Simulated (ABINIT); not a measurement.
Computed results, one entry a study.

```xyz
4
Lattice="3.113 0.000 0.000 -1.557 2.696 0.000 0.000 0.000 4.981" Properties=species:S:1:pos:R:3 pbc="T T T" subject="How the form of the self-energy moves the gap of AlN (P6_3mc)" method="RPA screening on PBE, plane waves, norm-conserving pseudopotentials (and 3 further levels or steps)" program="ABINIT 10.8.3" settings="cutoff 36 Ha, PseudoDojo scalar-relativistic 0.4.1 standard, norm-conserving, ngkpt (6, 6, 4), nband 182, ecuteps 8.4 Ha, gwcalctyp 1, nfreqim 16, inclvkb 2, shiftk (0, 0, 0), symchi 1, awtr 1, frequency ac, 6×6×4 k-mesh" notes="The database entry behind the starting cell differs from other determinations of this structure. The program’s warnings: nkpt*nsppol () is not a multiple of nproc spkpt (). The cell and positions come from the Crystallography Open Database and are kept as given unless a step says otherwise." g0w0_godby_needs_plasmon_pole="5.614 eV" g0w0_hybertsen_louie_plasmon_pole="5.721 eV" g0w0_von_der_linden_horsch_plasmon_pole="5.708 eV" g0w0_engel_farid_plasmon_pole="5.730 eV" one_shot_hartree_fock="12.646 eV" g0w0_contour_deformation="5.657 eV" g0w0_analytic_continuation="5.628 eV" known_limits="short of the basis limit"
Al    0.000    1.797    0.000
Al    1.557    0.899    2.490
N     0.000    1.797    1.893
N     1.557    0.899    4.383
```

[Long decimals in the printed logs are rounded to 6 places.]

[Logs are printed without paths, hosts, clocks, repeated set-up lines and the standing remarks that a program may print on its own settings, such as how far it seeks lower states.]

[Paths, hosts, dates, memory and timing lines, banners, echoed tables and standing remarks are left out of the program output; an Ansatz launch command may be rebuilt from the run's recorded settings. Measured values are a selection of at most five: reports struck by readers or far from the other reports are left out. None is set beside runs whose start may be inverted or whose files or cutoffs have a known fault.]

[Runs of the session that timed out or met a known fault of the program may be left out.]

[Hosts, paths, dates, database ids (printed as entryN), source tags and the programs' standing remarks are cut or masked in the printed files.]

[G0W0 gaps are taken among the corrected bands and points alone; a level outside them can change the order at an edge.]

[Where Ansatz stands beside ABINIT at settings called matched, ABINIT's density can come from a denser mesh and the files from another edition; pairs whose starting gaps differed by over 0.03 eV were left out, so agreement reads better than it is.]
